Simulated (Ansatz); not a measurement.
Consider TcO2 (1T sheet).

The cell holds 3 atoms: 1 Tc and 2 O. Cell: a = 2.758 Å, b = 2.758 Å, c = 28.793 Å, α = 90.0°, β = 90.0°, γ = 120.0°. Vacuum lies along c.

```
Tc O
1.0
     1.95047   -1.95047    0.00000
    -1.95047    0.00000   -1.95047
    16.62358   16.62358  -16.62358
Tc O
1 2
Direct
  0.00000 0.00000 0.32120
  0.33333 0.66667 0.36418
  0.66667 0.33333 0.27821
```

The structure was relaxed with PBEsol. The structure was generated from a model, not taken from a measurement. The runs that relaxed it are not among those shown. The program's search for lower electronic states was switched off, so nothing shows that the state found is the lowest. PAW set soft_2, made with PBE.

A constrained-RPA run (Ansatz 0.2.0; non-magnetic PBEsol; Tc t2g, bands v2 to c1, 6×6×1 mesh, medium accuracy) builds 3 functions on bands 4.0 eV wide, with 3.0 electrons in the window. The bare on-site interaction is 11.2 eV and the bare J 0.35 eV.

Q: Estimate U, U′ and J.

On the Tc t2g shell, U = 3.32 eV (30 % of the bare value), U′ = 2.77 eV, J = 0.25 eV.

The parent state is non-magnetic and the interaction static (zero frequency); U depends on the window and the orbitals, so it belongs to this model alone.

[Paths, hosts, dates, memory and timing lines, banners, echoed tables and standing remarks are left out of the program output.]

[Logs are printed without paths, hosts, clocks, repeated set-up lines and the standing remarks that a program may print on its own settings, such as how far it seeks lower states.]

[Runs of the session that timed out or met a known fault of the program may be left out.]

[Hosts, paths, dates, database ids (printed as entryN), source tags and the programs' standing remarks are cut or masked in the printed files.]
